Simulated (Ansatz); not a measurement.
# Generalised stacking fault on (111) (glide set) of a Ge-Sn solid solution (48 atoms): support functions against a reference, part 2 of 3

Wanted: errors and times of a linear-scaling basis for generalised stacking fault on (111) (glide set) of a Ge-Sn solid solution (48 atoms). A setting counts as converged where the r.m.s. difference of forces stays under 1 % of the r.m.s. force.

Ansatz 0.2.0; Kohn-Sham DFT, PBE, PAW (set soft_2), plane waves.

The cell: 34 Ge and 14 Sn. The host structure and its lattice constant were typed by rule, without a check against the phase diagram.

So far. Step 4 (Support functions low): Forces differ from the reference by 0.43 meV/Å r.m.s., 0.041 % of their size, well within a tolerance of 1 %; the energy by -1.4 meV/atom. The two runs also began from different starting densities, which bears on cycles and time. Step 5 (Support functions high): Forces differ from the reference by 0.37 meV/Å r.m.s., 0.035 % of their size, well within a tolerance of 1 %; the energy by -1.4 meV/atom.

**6. Support functions medium, spacing 0.411 Å (grid laid 0.401 Å)**

The grid spacing sets how fine a wave the support functions can hold. The typed value is an upper bound: the grid laid has 24×18×54 points, 0.401 Å apart at most.

This step: Kohn-Sham DFT, PBE, PAW (set soft_2), localised support functions (medium) (Ansatz 0.2.0).

Contents of input.yaml:

```yaml
crystal:
  lattice:
    - [8.33424, 0.0, 0.0]
    - [0.0, 7.21767, 0.0]
    - [3.81983, 0.0, 20.51464]
  atoms:
    [... the 48 atom lines of step 2 ...]
kpoints:
  mp_grid: { grid: [2, 2, 1] }
hamiltonian:
  xc: pbe
scf:
  occupations: { method: gaussian, width: 0.05 }
  eigensolver: { kind: { support_functions: { accuracy: medium, spacing: 0.411 } } }
  mixing: { beta: 0.4 }
  max_iter: 150
output:
  forces: true
```

Started as:

```console
$ ansatz run input.yaml --threads 4 --pin off --max-ram 8192MiB --backend cpu --events-out ev --progress --plain --runs-dir out
```

Numbers of over 12 decimals in the logs are rounded to 6 here.

The program printed:

```text
Warning: scf.eigensolver.kind.support_functions: disabling space-group detection — the functions' gradient is summed over unrotated k-points, so no spatial operation reduces the k-mesh or symmetrises the density; time reversal is kept, so that k and −k are solved as one point where they differ and the mesh holds both, and exact exchange and, on two spinor components, a DFT+U term hold to it where the run has them: [...]
settings of this run that can trade accuracy for cost: scf.eigensolver.kind.support_functions [...]
Engine: ansatz 0.2.0, aarch64-unknown-linux-gnu
Pseudopotentials: kind: paw
Pseudopotential: Ge, paw, valence charge 14, recommended cutoff 420 eV (normal), Ge.paw.azcp
Pseudopotential: Sn, paw, valence charge 14, recommended cutoff 420 eV (normal), Sn.paw.azcp
[... 5 lines on functional and potentials left out ...]
Crystal: 48 atoms, lattice volume = 1234.033 Å³
Basis set: ecut = 420 eV, 24073 PW (Γ), exchange–correlation on 120×100×288 points (8 copies of the dense FFT grid, shifted against one another)
Bands: 404, of which v1, the nominal top of the filled ones, is band 336 counted from 1 (335 counted from 0)
Symmetry: 1 space group operations
k-points: 4
[... 5 lines on functional and potentials left out ...]
Initial density: superposition of atomic densities (chi_scale 0.1, normalization cell, long waves kept (reshape's long-wave potential 0.14 eV rms))
Initial wavefunctions: pseudopotential atomic-orbital guess
Eigensolver: Support functions (medium, 24×18×54 points, laid for a spacing of at most 0.411000 Å, radius 4.405853 Å, 2 species' potentials softened for the grid, 2 wholly corrected for its errors in the mean over positions, 2 with the egg-box correction, energy correction by stochastic trace)
Functional: x = pbe(κ = 0.804, μ = 0.219515), c = pbe(β = 0.066725)
SCF iter   1: F=—  HF=-230193.454293 eV  |F-HF|=—  |Δ(HF+E_count)|=         —  Δρ=2.82e-2  dr2=7.99e0  ethr=1.00e-1
preconditioner: auto → Resta (q_TF=auto, 2.465 Å⁻¹)  ε∞=7.3  [insulator: Δε(μ)=0.088 eV  Ē_g=21.839 eV  σ=0.050 eV  W_gap=0.79  n_scr=310 (ndim 8)  ℏωp=27.4 eV  f_vac=0.001  D(μ)=5.23/eV (n_scr^D=10)  ε∞_Penn≈2.6]
SCF iter   2: F=—  HF=-230205.698178 eV  |F-HF|=—  |Δ(HF+E_count)|=    1.22e1  Δρ=2.92e-2  dr2=1.05e1  ethr=1.19e-3
SCF iter   3: F=—  HF=-230203.412440 eV  |F-HF|=—  |Δ(HF+E_count)|=    2.29e0  Δρ=2.16e-2  dr2=6.06e0  ethr=1.19e-3  κ⁻¹=1.0e0(r=1)
SCF iter   4: F=—  HF=-230201.789468 eV  |F-HF|=—  |Δ(HF+E_count)|=    1.62e0  Δρ=8.47e-3  dr2=1.24e0  ethr=9.01e-4  κ⁻¹=8.6e-3(r=2)
SCF iter   5: F=—  HF=-230201.341983 eV  |F-HF|=—  |Δ(HF+E_count)|=   4.47e-1  Δρ=3.39e-3  dr2=1.25e-1  ethr=1.84e-4  κ⁻¹=5.2e-4(r=3)
SCF iter   6: F=—  HF=-230201.457137 eV  |F-HF|=—  |Δ(HF+E_count)|=   1.15e-1  Δρ=2.05e-3  dr2=5.55e-2  ethr=1.85e-5  κ⁻¹=4.5e-4(r=4)
SCF iter   7: F=—  HF=-230201.540063 eV  |F-HF|=—  |Δ(HF+E_count)|=   8.29e-2  Δρ=6.77e-4  dr2=5.21e-3  ethr=8.26e-6  κ⁻¹=1.1e-5(r=5)
SCF iter   8: F=—  HF=-230201.555143 eV  |F-HF|=—  |Δ(HF+E_count)|=   1.51e-2  Δρ=3.92e-4  dr2=9.11e-4  ethr=7.76e-7  κ⁻¹=2.0e-6(r=6)
SCF iter   9: F=—  HF=-230201.558158 eV  |F-HF|=—  |Δ(HF+E_count)|=   3.02e-3  Δρ=1.56e-4  dr2=2.19e-4  ethr=1.36e-7  κ⁻¹=1.3e-6(r=7)
SCF iter  10: F=—  HF=-230201.561792 eV  |F-HF|=—  |Δ(HF+E_count)|=   3.63e-3  Δρ=1.09e-4  dr2=6.60e-5  ethr=3.26e-8  κ⁻¹=3.4e-7(r=7)
```

It took 60 s on 4 threads of Arm Neoverse V2, shared host; peak memory 1.8 GiB.

Residual by cycle:

cycle, log10 residual and a bar from the least value:
```
        1        0.9 #############################
        2        1.0 ##############################
        3        0.8 #############################
        4        0.1 #########################
        5       -0.9 ###################
        6       -1.3 #################
        7       -2.3 ###########
        8       -3.0 #######
        9       -3.7 ###
       10       -4.2
```

The run was cut off at its time limit.

After 10 cycles the residual stands at 6.6e-5.

The session had allowed this step about 60 s.

**7. Support functions medium, spacing 0.343 Å (grid laid 0.301 Å)**

The grid spacing sets how fine a wave the support functions can hold. The typed value is an upper bound: the grid laid has 30×24×72 points, 0.301 Å apart at most.

input.yaml, the sections that differ from step 6:

```yaml
scf:
  occupations: { method: gaussian, width: 0.05 }
  eigensolver: { kind: { support_functions: { accuracy: medium, spacing: 0.343 } } }
  mixing: { beta: 0.4 }
  max_iter: 150
# crystal, kpoints, hamiltonian, output: as in step 6
```

The program printed:

```text
[...]
Crystal: 48 atoms, lattice volume = 1234.033 Å³
Basis set: ecut = 420 eV, 24073 PW (Γ), exchange–correlation on 120×100×288 points (8 copies of the dense FFT grid, shifted against one another)
Bands: 404, of which v1, the nominal top of the filled ones, is band 336 counted from 1 (335 counted from 0)
Symmetry: 1 space group operations
k-points: 4
[...]
SCF iter   1: F=—  HF=-230330.013837 eV  |F-HF|=—  |Δ(HF+E_count)|=         —  Δρ=2.89e-2  dr2=7.96e0  ethr=1.00e-1
[...]
SCF iter  12: F=-230358.754317 eV  HF=-230358.754317 eV  |F-HF|=1.12e-7  |Δ(HF+E_count)|=   6.93e-6  Δρ=4.71e-6  dr2=3.10e-7  ethr=4.51e-10
SCF 1 converged in 12 iterations: F = -230358.772982 eV  dr2 = 3.10e-7
[...]
SCF converged after 12 iterations
[...]
Free energy (F): -230358.772982 eV
[...]
Internal energy: -230358.759444 eV  (E = F + TS)
E sigma→0 (E₀):  -230358.766213 eV
Entropy (-TS):   -0.013538 eV (-0.282 meV/atom)
Fermi energy:    8.441447 eV
[...]
--- Forces (eV/Å), atoms counted from 1 ---
  atom   1  Ge     2.08137932    -0.67839075    -0.88690257
  atom   2  Sn     1.35846681    -0.64829942    -1.19368204
  atom   3  Sn    -1.66442921     0.66735220     0.99922444
  atom   4  Ge     0.81418408     0.46415834     0.91398204
  atom   5  Sn     3.05706475     0.13866622     1.30718793
  atom   6  Ge    -1.22270262     0.73692534     0.69834025
  atom   7  Ge     1.30912489    -0.74128052     0.53241492
  atom   8  Ge    -0.99625490    -0.53987302    -0.96342070
  atom   9  Ge     4.07010847    -2.08706915     1.55202399
  atom  10  Ge    -0.92133343    -0.83443213    -0.87935119
  atom  11  Sn    -1.27875205    -0.82512928     0.69097816
  atom  12  Ge     0.98577422    -0.56726527     0.34161776
  atom  13  Sn     0.26417994    -0.01872653    -1.80147497
  atom  14  Sn     0.11119718     0.05777738     1.71830479
[...]
atom  47  Ge     0.02649581     0.01766407    -0.04929295
  atom  48  Ge    -2.16957448     0.69303152    -0.29043163
  max |Σ_I F_I| component: 1.05e-1 eV/Å
--- Band table (eV) ---
[...]
```

Wall time 82 s (4 threads); peak memory 2.1 GiB; 5.1 min of CPU time.

The program notes that the forces don't sum to zero within tolerance and the grid leaves an egg-box force.

Forces differ from the reference by 4.9 meV/Å r.m.s., 0.46 % of their size, within a tolerance of 1 %; the energy by -4.9 meV/atom. The two runs also began from different starting densities, which bears on cycles and time. The setting is coarser than the default on purpose.

**8. Support functions medium, spacing 0.297 Å (grid laid 0.290 Å)**

The grid spacing sets how fine a wave the support functions can hold. The typed value is an upper bound: the grid laid has 30×30×72 points, 0.290 Å apart at most.

input.yaml, the sections that differ from step 7:

```yaml
scf:
  occupations: { method: gaussian, width: 0.05 }
  eigensolver: { kind: { support_functions: { accuracy: medium, spacing: 0.297 } } }
  mixing: { beta: 0.4 }
  max_iter: 150
# crystal, kpoints, hamiltonian, output: as in step 7
```

The program printed:

```text
[...]
Crystal: 48 atoms, lattice volume = 1234.033 Å³
Basis set: ecut = 420 eV, 24073 PW (Γ), exchange–correlation on 120×100×288 points (8 copies of the dense FFT grid, shifted against one another)
Bands: 404, of which v1, the nominal top of the filled ones, is band 336 counted from 1 (335 counted from 0)
Symmetry: 1 space group operations
k-points: 4
[...]
SCF iter   1: F=—  HF=-230330.270144 eV  |F-HF|=—  |Δ(HF+E_count)|=         —  Δρ=2.88e-2  dr2=7.96e0  ethr=1.00e-1
[...]
SCF iter  12: F=-230358.711288 eV  HF=-230358.711287 eV  |F-HF|=1.78e-7  |Δ(HF+E_count)|=   8.48e-6  Δρ=4.44e-6  dr2=2.88e-7  ethr=4.71e-10
SCF 1 converged in 12 iterations: F = -230358.729930 eV  dr2 = 2.88e-7
[...]
SCF converged after 12 iterations
[...]
Free energy (F): -230358.729930 eV
[...]
Internal energy: -230358.716380 eV  (E = F + TS)
E sigma→0 (E₀):  -230358.723155 eV
Entropy (-TS):   -0.013551 eV (-0.282 meV/atom)
Fermi energy:    8.441247 eV
[...]
--- Forces (eV/Å), atoms counted from 1 ---
  atom   1  Ge     2.08150740    -0.67812202    -0.88956720
  atom   2  Sn     1.35804912    -0.65442976    -1.18988860
  atom   3  Sn    -1.66458586     0.67516216     0.99593895
  atom   4  Ge     0.81430891     0.46093582     0.91659394
  atom   5  Sn     3.05881206     0.14360075     1.30383055
  atom   6  Ge    -1.22254828     0.73847975     0.70035171
  atom   7  Ge     1.30872167    -0.73945018     0.52938959
  atom   8  Ge    -0.99601545    -0.53944308    -0.96126467
  atom   9  Ge     4.06996993    -2.08498251     1.54947020
  atom  10  Ge    -0.92103266    -0.83565163    -0.87687638
  atom  11  Sn    -1.27855220    -0.81463489     0.68764162
  atom  12  Ge     0.98503136    -0.56759428     0.34449794
  atom  13  Sn     0.26436035    -0.01227856    -1.80532557
  atom  14  Sn     0.11140627     0.04909099     1.72021352
[...]
atom  47  Ge     0.02663575     0.01783158    -0.05202917
  atom  48  Ge    -2.16935028     0.68987561    -0.28881940
  max |Σ_I F_I| component: 7.86e-2 eV/Å
--- Band table (eV) ---
[...]
```

It took 91 s on 4 threads; peak memory 2.3 GiB; 5.6 min of CPU time.

Forces differ from the reference by 4.7 meV/Å r.m.s., 0.44 % of their size, within a tolerance of 1 %; the energy by -4.0 meV/atom. The two runs also began from different starting densities, which bears on cycles and time. The setting is coarser than the default on purpose.

**9. Support functions medium, spacing 0.263 Å (grid laid 0.241 Å)**

The grid spacing sets how fine a wave the support functions can hold. The typed value is an upper bound: the grid laid has 36×30×90 points, 0.241 Å apart at most.

input.yaml, the sections that differ from step 8:

```yaml
scf:
  occupations: { method: gaussian, width: 0.05 }
  eigensolver: { kind: { support_functions: { accuracy: medium, spacing: 0.263 } } }
  mixing: { beta: 0.4 }
  max_iter: 150
# crystal, kpoints, hamiltonian, output: as in step 8
```

The program printed:

```text
[...]
Crystal: 48 atoms, lattice volume = 1234.033 Å³
Basis set: ecut = 420 eV, 24073 PW (Γ), exchange–correlation on 120×100×288 points (8 copies of the dense FFT grid, shifted against one another)
Bands: 404, of which v1, the nominal top of the filled ones, is band 336 counted from 1 (335 counted from 0)
Symmetry: 1 space group operations
k-points: 4
[...]
SCF iter   1: F=—  HF=-230330.493324 eV  |F-HF|=—  |Δ(HF+E_count)|=         —  Δρ=2.87e-2  dr2=7.95e0  ethr=1.00e-1
[...]
SCF iter  11: F=—  HF=-230358.606797 eV  |F-HF|=—  |Δ(HF+E_count)|=   1.19e-3  Δρ=1.90e-5  dr2=3.23e-6  ethr=1.56e-9  κ⁻¹=1.5e-6(r=7)
SCF iter  12: F=-230358.607750 eV  HF=-230358.607750 eV  |F-HF|=3.25e-7  |Δ(HF+E_count)|=   9.53e-4  Δρ=9.22e-6  dr2=7.46e-7  ethr=4.80e-10
SCF 1 converged in 12 iterations: F = -230358.624186 eV  dr2 = 7.46e-7
[...]
SCF converged after 12 iterations
[...]
Free energy (F): -230358.624186 eV
[...]
Internal energy: -230358.610630 eV  (E = F + TS)
E sigma→0 (E₀):  -230358.617408 eV
Entropy (-TS):   -0.013556 eV (-0.282 meV/atom)
Fermi energy:    8.440970 eV
[...]
Σ components = -230358.624186   (vs F -230358.624186, Δ=0.00e0)
--- Forces (eV/Å), atoms counted from 1 ---
  atom   1  Ge     2.07397693    -0.67827204    -0.87782020
  atom   2  Sn     1.35885013    -0.65564972    -1.19444051
  atom   3  Sn    -1.66482803     0.67582646     1.00100118
  atom   4  Ge     0.80821099     0.46015867     0.90456223
[...]
atom  48  Ge    -2.17513854     0.68940788    -0.29165647
  max |Σ_I F_I| component: 4.05e-3 eV/Å
--- Band table (eV) ---
[...]
```

The job ended after 1.9 min (4 threads; peak memory 2.7 GiB).

Keys that differ from the reference: support_functions.accuracy = "medium", support_functions.spacing = 0.263, scf.max_iter = 150 and scf.mixing.beta = 0.4.

Forces differ from the reference by 0.60 meV/Å r.m.s., 0.057 % of their size, well within a tolerance of 1 %; the energy by -1.8 meV/atom. The two runs also began from different starting densities, which bears on cycles and time.

**10. Support functions medium, spacing 0.206 Å (grid laid 0.200 Å)**

The grid spacing sets how fine a wave the support functions can hold. The typed value is an upper bound: the grid laid has 48×36×108 points, 0.200 Å apart at most.

input.yaml, the sections that differ from step 9:

```yaml
scf:
  occupations: { method: gaussian, width: 0.05 }
  eigensolver: { kind: { support_functions: { accuracy: medium, spacing: 0.206 } } }
  mixing: { beta: 0.4 }
  max_iter: 150
# crystal, kpoints, hamiltonian, output: as in step 9
```

The program printed:

```text
[...]
Crystal: 48 atoms, lattice volume = 1234.033 Å³
Basis set: ecut = 420 eV, 24073 PW (Γ), exchange–correlation on 120×100×288 points (8 copies of the dense FFT grid, shifted against one another)
Bands: 404, of which v1, the nominal top of the filled ones, is band 336 counted from 1 (335 counted from 0)
Symmetry: 1 space group operations
k-points: 4
[...]
SCF iter   1: F=—  HF=-230330.550239 eV  |F-HF|=—  |Δ(HF+E_count)|=         —  Δρ=2.87e-2  dr2=7.95e0  ethr=1.00e-1
[...]
SCF iter  11: F=—  HF=-230358.585588 eV  |F-HF|=—  |Δ(HF+E_count)|=   1.20e-3  Δρ=2.08e-5  dr2=3.90e-6  ethr=2.09e-9  κ⁻¹=1.7e-6(r=7)
SCF iter  12: F=-230358.586556 eV  HF=-230358.586557 eV  |F-HF|=3.68e-7  |Δ(HF+E_count)|=   9.68e-4  Δρ=1.00e-5  dr2=7.60e-7  ethr=5.80e-10
SCF 1 converged in 12 iterations: F = -230358.603534 eV  dr2 = 7.60e-7
[...]
SCF converged after 12 iterations
[...]
Free energy (F): -230358.603534 eV
[...]
Internal energy: -230358.589975 eV  (E = F + TS)
E sigma→0 (E₀):  -230358.596754 eV
Entropy (-TS):   -0.013559 eV (-0.282 meV/atom)
Fermi energy:    8.440850 eV
[...]
Σ components = -230358.603534   (vs F -230358.603534, Δ=0.00e0)
--- Forces (eV/Å), atoms counted from 1 ---
  atom   1  Ge     2.07430367    -0.67858289    -0.87802909
  atom   2  Sn     1.35878795    -0.65401554    -1.19365215
  atom   3  Sn    -1.66379877     0.67468969     1.00033201
  atom   4  Ge     0.80831748     0.46029773     0.90431127
[...]
atom  48  Ge    -2.17509641     0.68906650    -0.29079921
  max |Σ_I F_I| component: 3.13e-3 eV/Å
--- Band table (eV) ---
[...]
```

The job ended after 2.7 min (4 threads; peak memory 3.6 GiB; 10 min of CPU time).

Keys that differ from the reference: support_functions.accuracy = "medium", support_functions.spacing = 0.206, scf.max_iter = 150 and scf.mixing.beta = 0.4.

Forces differ from the reference by 0.43 meV/Å r.m.s., 0.041 % of their size, well within a tolerance of 1 %; the energy by -1.4 meV/atom. It took 2.7 min and 12 cycles; the reference's time can't be set against it, since the two runs asked for unlike analyses. The two runs also began from different starting densities, which bears on cycles and time.

**11. Support functions medium, spacing 0.183 Å (grid laid 0.174 Å)**

The grid spacing sets how fine a wave the support functions can hold. The typed value is an upper bound: the grid laid has 48×48×120 points, 0.174 Å apart at most.

input.yaml, the sections that differ from step 10:

```yaml
scf:
  occupations: { method: gaussian, width: 0.05 }
  eigensolver: { kind: { support_functions: { accuracy: medium, spacing: 0.183 } } }
  mixing: { beta: 0.4 }
  max_iter: 150
# crystal, kpoints, hamiltonian, output: as in step 10
```

The program printed:

```text
[...]
Crystal: 48 atoms, lattice volume = 1234.033 Å³
Basis set: ecut = 420 eV, 24073 PW (Γ), exchange–correlation on 120×120×300 points (8 copies of the dense FFT grid, shifted against one another)
Bands: 404, of which v1, the nominal top of the filled ones, is band 336 counted from 1 (335 counted from 0)
Symmetry: 1 space group operations
k-points: 4
[...]
SCF iter   1: F=—  HF=-230330.562271 eV  |F-HF|=—  |Δ(HF+E_count)|=         —  Δρ=2.87e-2  dr2=7.95e0  ethr=1.00e-1
[...]
SCF iter  12: F=—  HF=-230358.587414 eV  |F-HF|=—  |Δ(HF+E_count)|=   9.64e-4  Δρ=1.17e-5  dr2=9.72e-7  ethr=7.84e-10  κ⁻¹=4.6e-7(r=7)
SCF iter  13: F=-230358.587414 eV  HF=-230358.587414 eV  |F-HF|=3.38e-9  |Δ(HF+E_count)|=   3.53e-7  Δρ=6.13e-6  dr2=2.99e-7  ethr=1.45e-10
SCF 1 converged in 13 iterations: F = -230358.602840 eV  dr2 = 2.99e-7
[...]
SCF converged after 13 iterations
[...]
Free energy (F): -230358.602840 eV
[...]
Internal energy: -230358.589273 eV  (E = F + TS)
E sigma→0 (E₀):  -230358.596056 eV
Entropy (-TS):   -0.013567 eV (-0.283 meV/atom)
Fermi energy:    8.440799 eV
[...]
Σ components = -230358.602840   (vs F -230358.602840, Δ=0.00e0)
--- Forces (eV/Å), atoms counted from 1 ---
  atom   1  Ge     2.07450957    -0.67877751    -0.87768788
  atom   2  Sn     1.35886562    -0.65467751    -1.19424460
  atom   3  Sn    -1.66437628     0.67512552     1.00077165
  atom   4  Ge     0.80806119     0.46035229     0.90399844
[...]
atom  48  Ge    -2.17548162     0.68946093    -0.29093286
  max |Σ_I F_I| component: 1.41e-3 eV/Å
--- Band table (eV) ---
[...]
```

It took 3 min on 4 threads; peak memory 4.3 GiB; 12 min of CPU time.

Keys that differ from the reference: support_functions.accuracy = "medium", support_functions.spacing = 0.183, scf.max_iter = 150 and scf.mixing.beta = 0.4.

Forces differ from the reference by 0.44 meV/Å r.m.s., 0.041 % of their size, well within a tolerance of 1 %; the energy by -1.3 meV/atom. It took 3 min and 13 cycles; the reference's time can't be set against it, since the two runs asked for unlike analyses. The two runs also began from different starting densities, which bears on cycles and time.

[end of part 2 of 3]

[Logs are printed without paths, hosts, clocks, repeated set-up lines and the standing remarks that a program may print on its own settings, such as how far it seeks lower states.]

[Hosts, paths, dates, database ids (printed as entryN), source tags and the programs' standing remarks are cut or masked in the printed files.]
